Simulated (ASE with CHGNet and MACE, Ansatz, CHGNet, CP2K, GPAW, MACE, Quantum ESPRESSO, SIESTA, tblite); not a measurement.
**Machine-learned potentials on random packing of Na51Sb49 (at. %) (68 atoms): settings against a plane-wave reference**

Wanted: machine-learned potentials inputs and outputs for random packing of Na51Sb49 (at. %) (68 atoms), checked against a plane-wave reference.

Method: the method is named at each step, in ASE with CHGNet and MACE.

**1. The starting structure**

The cell holds 68 atoms: 35 Na and 33 Sb. Cell: a = 12.652 Å, b = 12.652 Å, c = 12.652 Å, α = 90.0°, β = 90.0°, γ = 90.0°. 68 atoms (35 Na, 33 Sb) packed at random in a cube at 3.95 g/cm³ and pushed apart as soft spheres; a start for melting by ab initio MD, not an equilibrated structure. Then every atom was moved at random, 0.03 Å r.m.s. a Cartesian component.

The yardstick, on the same geometry:

| Property | Result |
| --- | --- |
| method | Kohn-Sham DFT, PBE, SSSP efficiency 1.3.0 pseudopotentials, plane waves (Quantum ESPRESSO 7.5); sssp-pbe-1.3.0-efficiency, cutoffs 45/360 Ry, Γ point |
| r.m.s. force component | 0.7296 eV/Å |
| longest force | 3.357 eV/Å |
| pressure | 4.48 GPa |
| time | 6.8 min on 4 MPI ranks of Arm Neoverse V1, shared host |
| CPU time | 27 min |

**2. CHGNet 0.3.0 potential**

Method: machine-learned interatomic potential CHGNet 0.3.0, trained on PBE(+U) plane-wave data.

run.py reads:

```python
import numpy as np
from ase.io import read
import mlip  # loads the published weights by name

atoms = read("structure.xyz")
atoms.calc = mlip.calc("chgnet-0.3.0")
energy = atoms.get_potential_energy()
forces = atoms.get_forces()
print(f"energy {energy:.6f} eV")
print("forces (eV/A)")
for i, (a, f) in enumerate(zip(atoms, forces)):
    print(f"{i:4d} {a.symbol:2s} {f[0]:10.5f} {f[1]:10.5f} {f[2]:10.5f}")
stress = -atoms.get_stress(voigt=False) * 160.21766
print("stress (GPa, compression positive)")
for row in stress:
    print(" ".join(f"{x:10.4f}" for x in row))
```

structure.xyz reads:

```xyz
68
Lattice="12.65230 0.00000 0.00000 0.00000 12.65230 0.00000 0.00000 0.00000 12.65230" Properties=species:S:1:pos:R:3 pbc="T T T"
Na 7.55469 0.71359 12.36535
Na 11.62202 1.73779 8.82194
Na 11.46260 8.30054 4.74221
Na 1.87393 1.20602 11.38505
Na 9.13724 6.08386 0.67905
Na 7.31290 6.30742 5.70948
Na 8.29700 11.77954 9.79389
Na 12.63408 12.26058 6.77948
Na 6.39232 7.63288 12.32435
Na 1.21437 9.71254 3.46496
Na 4.10732 9.82160 1.79789
Na 10.94690 9.59184 8.93872
Na 8.87508 11.83420 2.02007
Na 6.53365 3.25607 11.05356
Na 3.48330 3.88818 11.38985
Na 11.64935 2.06410 4.16084
Na 4.81913 7.06846 9.41989
Na 1.93504 10.31820 8.07723
Na 6.00605 2.40710 3.71370
Na 10.09869 4.17197 9.67496
Na 2.65471 6.72040 12.29348
Na 3.94613 9.27603 11.26232
Na 0.97005 8.59104 10.50052
Na 10.91590 11.32330 4.33607
Na 8.25575 8.04307 8.29928
Na 5.99896 11.79953 3.26986
Na 3.76419 0.63717 4.77245
Na 8.93252 1.06823 5.28094
Na 10.90363 3.39271 1.13694
Na 12.05207 6.67750 1.23132
Na 10.88110 6.91587 10.98080
Na 4.23877 12.11508 12.43316
Na 11.86406 5.23552 4.38681
Na 5.22426 5.55879 2.28323
Na 2.21023 5.80247 2.93862
Sb 0.91033 6.63461 6.46444
Sb 5.59687 1.28408 6.94877
Sb 3.56428 8.13467 4.34455
Sb 8.95758 9.50618 5.72656
Sb 4.76410 10.61541 5.69619
Sb 11.69908 12.04790 10.77154
Sb 12.37155 9.61423 0.94728
Sb 8.52335 2.72417 7.68146
Sb 0.99080 12.58803 4.01748
Sb 4.44551 2.94546 8.76842
Sb 10.20180 4.81547 6.83629
Sb 10.17789 1.64758 11.38821
Sb 7.72474 5.91077 10.29695
Sb 9.44545 8.96061 2.54615
Sb 8.19198 9.96584 12.18214
Sb 2.10382 1.05533 1.82750
Sb 1.50752 11.01066 12.17101
Sb 11.60874 12.24186 0.77331
Sb 12.38711 3.20394 11.24929
Sb 9.69925 11.70439 7.20789
Sb 9.28363 3.89185 3.62084
[... 8 atom lines left out ...]
Sb 0.78710 3.04756 6.39624
Sb 6.60754 8.32686 2.56994
Sb 5.21047 2.18062 0.83012
Sb 2.87637 0.39943 8.67252
```

On the command line:

```console
$ OMP_NUM_THREADS=1 python run.py > output.txt
```

Output:

```text
CHGNet v0.3.0 initialized with 412,525 parameters
CHGNet will run on cpu
energy -191.549469 eV
forces (eV/A)
   0 Na   -0.04587   -0.39348    0.12027
   1 Na    0.21518   -0.07813   -1.01763
   2 Na    0.30139   -0.35173    0.28489
   3 Na    0.10062   -0.00910   -0.34116
   4 Na   -0.52285    0.28440    0.21914
   5 Na    0.21528   -0.25693   -0.83570
   6 Na   -0.02246    0.36574    0.21315
   7 Na    0.35016    0.29438    0.35515
   8 Na   -0.08858   -0.24228    0.00241
   9 Na    0.17259   -0.02725    0.17264
  10 Na   -0.41254   -0.00837    0.00747
  11 Na   -0.07559    0.30293    0.09659
  12 Na   -0.21041    0.24436   -0.04017
  13 Na    0.44034    0.02626   -0.26014
  14 Na    0.18393    0.08219    0.31429
  15 Na    0.05405    0.02304   -0.27245
  16 Na   -0.41899   -0.36438    0.00197
  17 Na    0.32331   -0.60003   -0.37462
  18 Na    0.39923    0.04517    0.35676
  19 Na   -0.13169    0.33679    0.34662
  20 Na   -0.29348   -0.41080    0.35019
  21 Na    0.43839    0.59465   -0.38565
  22 Na   -0.39961   -0.41854   -0.30402
  23 Na    0.09558    0.07875   -0.39105
[...]
60 Sb    0.90941    0.33810   -0.68483
  61 Sb    0.31607    1.59453    1.20736
  62 Sb    0.01752   -0.02962   -0.48308
  63 Sb    1.77438    1.61431    1.64669
  64 Sb    0.35085    0.49994    0.34481
  65 Sb    0.35228    0.16633    0.38836
  66 Sb   -0.58004   -0.07919    0.22404
  67 Sb    0.54199    0.63860   -0.44499
stress (GPa, compression positive)
    4.1860     0.5250     0.0063
    0.5250     4.2839    -0.2539
    0.0063    -0.2539     4.3918
```

Run time: 4.8 s. Hardware: 1 thread of Arm Neoverse V1, shared host; peak memory 0.54 GiB.

Banners, paths, timers and routine set-up lines are dropped from the logs unmarked, and long logs keep their key lines alone; longer cuts are marked.

Numbers from this run, and their distance from the reference:

```yaml
r_m_s_force_component: 0.6379 eV/Å
r_m_s_difference_of_force_components: 231.5 meV/Å
longest_difference_of_force_vectors: 883 meV/Å
force_difference_over_r_m_s_force: 31.73 %
slope_of_forces_against_the_reference_s: 0.8319
correlation_of_force_components: 0.9514
pressure: 4.287 GPa
pressure_difference: -0.1925 GPa
```

Length of the force difference by element (eV/Å):

```csv
element,atoms,mean,most
Na,35,0.12,0.24
Sb,33,0.52,0.88
```

Local excerpt of 9 atoms (numbers count through the whole input) about Na22, picked at random; x, y, z are measured from there.

```
atom      x      y      z  distance (Å)     Fx     Fy  Fz (eV/Å)
Na22   0.00   0.00   0.00          0.00   0.44   0.59      -0.39
Na17   0.87  -2.21  -1.84          3.01  -0.42  -0.36       0.00
Na21  -1.29  -2.56   1.03          3.04  -0.29  -0.41       0.35
Na32   0.29   2.84   1.17          3.08   0.61   0.43      -0.25
Sb52  -2.44   1.73   0.91          3.13   1.18   0.15      -0.57
 Na9   2.45  -1.64   1.06          3.13  -0.09  -0.24       0.00
Na23  -2.98  -0.68  -0.76          3.15  -0.40  -0.42      -0.30
Na11   0.16   0.55   3.19          3.24  -0.41  -0.01       0.01
Na18  -2.01   1.04  -3.19          3.91   0.32  -0.60      -0.37
```

Atoms are counted from 1 here, from 0 in the log.

Forces lie 32 % from the reference's, at 0.0025 times its CPU time (on 1 against 4 cores).

The difference per atom is largest on Sb (0.52 eV/Å on average, against 0.12 on Na).

**3. MACE MP-0b3 medium potential**

Method: machine-learned interatomic potential MACE MP-0b3 medium, trained on PBE(+U) plane-wave data.

run.py: that of step 2 with these lines changed.

```diff
@@ -5,3 +5,3 @@
 atoms = read("structure.xyz")
-atoms.calc = mlip.calc("chgnet-0.3.0")
+atoms.calc = mlip.calc("mace-mp-0b3-medium")
 energy = atoms.get_potential_energy()
```

structure.xyz is that of step 2.

Output:

```text
energy -183.436071 eV
forces (eV/A)
   0 Na   -0.13943   -0.37019    0.22201
   1 Na    0.30184   -0.14386   -1.02370
   2 Na    0.11248   -0.28455    0.35936
   3 Na    0.05820   -0.10572   -0.38647
   4 Na   -0.58353    0.18303    0.26038
   5 Na    0.25742   -0.31701   -0.78631
   6 Na    0.02285    0.29302    0.16832
   7 Na    0.37571    0.37728    0.23783
   8 Na   -0.07552   -0.16186   -0.01035
   9 Na    0.35038   -0.12861    0.25456
  10 Na   -0.26657   -0.11491    0.10969
  11 Na   -0.12446    0.26671    0.04332
  12 Na   -0.06258    0.11223   -0.09006
  13 Na    0.40884    0.06561   -0.29381
  14 Na    0.21265    0.09583    0.25500
  15 Na    0.08241    0.12388   -0.08979
  16 Na   -0.28311   -0.18332   -0.00109
  17 Na    0.43920   -0.39118   -0.36920
  18 Na    0.26372    0.20532    0.33126
  19 Na   -0.25718    0.43039    0.47275
  20 Na   -0.14702   -0.23521    0.19558
  21 Na    0.26899    0.35402   -0.37195
  22 Na   -0.23926   -0.43148   -0.16940
  23 Na    0.02719    0.06247   -0.36099
[...]
60 Sb    0.99577    0.33020   -0.75160
  61 Sb    0.32064    1.50181    1.12670
  62 Sb    0.00104    0.11541   -0.69111
  63 Sb    1.77594    1.72684    1.65842
  64 Sb    0.25432    0.55495    0.33758
  65 Sb    0.12371    0.19577    0.38261
  66 Sb   -0.51151   -0.17784    0.30046
  67 Sb    0.02990    0.11553   -0.33154
stress (GPa, compression positive)
    4.1188     0.5575    -0.0255
    0.5575     4.1708    -0.3407
   -0.0255    -0.3407     4.2881
```

Wall time 8.5 s (1 thread); peak memory 0.75 GiB.

Compared with the plane-wave run:

- r.m.s. force component: 0.6449 eV/Å
- r.m.s. difference of force components: 177.2 meV/Å
- longest difference of force vectors: 769.3 meV/Å
- force difference over r.m.s. force: 24.29 %
- slope of forces against the reference's: 0.8611
- correlation of force components: 0.9742
- pressure: 4.193 GPa
- pressure difference: -0.2871 GPa

Against the first run (32 %), the force difference from the reference is 24 %, at 2.0 times the CPU time.

The difference per atom is largest on Sb (0.40 eV/Å on average, against 0.093 on Na).

**4. CHGNet r2SCAN potential**

Method: machine-learned interatomic potential CHGNet r2SCAN, trained on r2SCAN plane-wave data.

run.py: that of step 3 with these lines changed.

```diff
@@ -5,3 +5,3 @@
 atoms = read("structure.xyz")
-atoms.calc = mlip.calc("mace-mp-0b3-medium")
+atoms.calc = mlip.calc("chgnet-r2scan")
 energy = atoms.get_potential_energy()
```

structure.xyz is that of step 3.

Output:

```text
CHGNet vr2scan initialized with 412,525 parameters
CHGNet will run on cpu
energy -991.423279 eV
forces (eV/A)
   0 Na   -0.00237   -0.25312    0.05571
   1 Na    0.18725   -0.01255   -0.68211
   2 Na    0.14901   -0.24033    0.19509
   3 Na    0.10254    0.00498   -0.23651
   4 Na   -0.40709    0.17153    0.21248
   5 Na    0.08064   -0.19799   -0.53215
   6 Na   -0.06878    0.20727    0.12962
   7 Na    0.23120    0.24570    0.25485
   8 Na    0.02887   -0.15865    0.06395
   9 Na    0.16937   -0.04679    0.09751
  10 Na   -0.23362   -0.06963    0.16479
  11 Na   -0.09042    0.18728    0.06023
  12 Na   -0.08756    0.02589   -0.11389
  13 Na    0.27863    0.02691   -0.15750
  14 Na    0.10272   -0.01401    0.15650
  15 Na    0.05256    0.08055   -0.15918
  16 Na   -0.21600   -0.28479   -0.13432
  17 Na    0.28284   -0.36813   -0.27114
  18 Na    0.25091    0.06919    0.18917
  19 Na   -0.11439    0.20680    0.13806
  20 Na   -0.28297   -0.31730    0.22592
  21 Na    0.32765    0.46330   -0.32123
  22 Na   -0.31255   -0.23194   -0.19364
  23 Na    0.03418    0.01543   -0.26256
[...]
60 Sb    0.36818    0.09774   -0.46820
  61 Sb    0.19096    1.02287    0.75085
  62 Sb    0.05133   -0.00962   -0.18632
  63 Sb    0.86027    0.94184    0.87727
  64 Sb    0.12017    0.48040    0.28412
  65 Sb    0.30964    0.15524    0.12892
  66 Sb   -0.29106   -0.10553    0.12547
  67 Sb    0.42229    0.40135   -0.27866
stress (GPa, compression positive)
    2.0777     0.2698     0.0121
    0.2698     2.0712    -0.2074
    0.0121    -0.2074     2.1921
```

The job ended after 3.5 s (1 thread; peak memory 0.54 GiB).

Numbers from this run, and their distance from the reference:

```yaml
r_m_s_force_component: 0.3763 eV/Å
r_m_s_difference_of_force_components: 407.8 meV/Å
longest_difference_of_force_vectors: 1816 meV/Å
force_difference_over_r_m_s_force: 55.9 %
slope_of_forces_against_the_reference_s: 0.4768
correlation_of_force_components: 0.9244
pressure: 2.114 GPa
pressure_difference: -2.366 GPa
```

Against the first run (32 %), the force difference from the reference is 56 %, at 0.85 times the CPU time; this potential was trained at another functional than the reference's, which explains only part of so large a difference.

The difference per atom is largest on Sb (0.90 eV/Å on average, against 0.20 on Na).

**5. Side by side**

Differences are against the plane-wave reference, forces as r.m.s. over components; share is that over the reference's r.m.s. force, slope the least-squares factor from reference forces to these. Total energies of different programs have different zeros and aren't compared.

| run | Δ force, r.m.s. (meV/Å) | share (%) | slope | Δ pressure (GPa) | cores | CPU time | memory (GiB) |
| --- | --- | --- | --- | --- | --- | --- | --- |
| reference | - | - | - | - | 4 | 27 min | 4.7 |
| CHGNet 0.3.0 potential | 232 | 31.7 | 0.832 | -0.193 | 1 | 4.1 s | 0.54 |
| MACE MP-0b3 medium potential | 177 | 24.3 | 0.861 | -0.287 | 1 | 8 s | 0.75 |
| CHGNet r2SCAN potential | 408 | 55.9 | 0.477 | -2.37 | 1 | 3.5 s | 0.54 |

Times of the machine-learned potentials are mostly Python's start and the loading of weights.

CPU time is summed over cores on a shared host, where runs went side by side, so it is rough. Symmetry, cutoffs, thresholds, outputs and thread counts weren't matched or tuned between programs; memory under MPI is the largest rank's times the ranks.

**6. Summary of results**

```json
{"nearest in forces": "MACE MP-0b3 medium potential, 24 %", "its CPU time": "8 s"}
```

In words: Machine-learned potentials differ by 24 % (MACE MP-0b3 medium potential) to 56 % (CHGNet r2SCAN potential); they were trained on other programs' data, some at another functional. Among those trained on PBE data the slope goes as low as 0.83, which softening far from their training structures can give, though the reference's k-sampling is untested too. The reference's pressure holds the uncorrected Pulay stress of its 45 Ry basis, so small pressure differences, and their order, may be the reference's own error. Machine-learned potentials mimic data converged in k, so the reference's own k-point error enters their differences. The reference's pressure of 4.5 GPa belongs to a cell and atoms that aren't relaxed at this level. The electronic-structure runs sample only Γ, in a cell whose shortest periodic width is 13 Å, which is coarse for a cell with partly filled levels. Spin–orbit coupling is left out, which matters for the levels of the heavy elements.

[Also dropped from logs without a mark: logging warnings of Python, and SIESTA's first energy breakdown and zero terms.]

[Logs are printed without paths, hosts, clocks, repeated set-up lines and the standing remarks that a program may print on its own settings, such as how far it seeks lower states.]

[Hosts, paths, dates, database ids (printed as entryN), source tags and the programs' standing remarks are cut or masked in the printed files.]
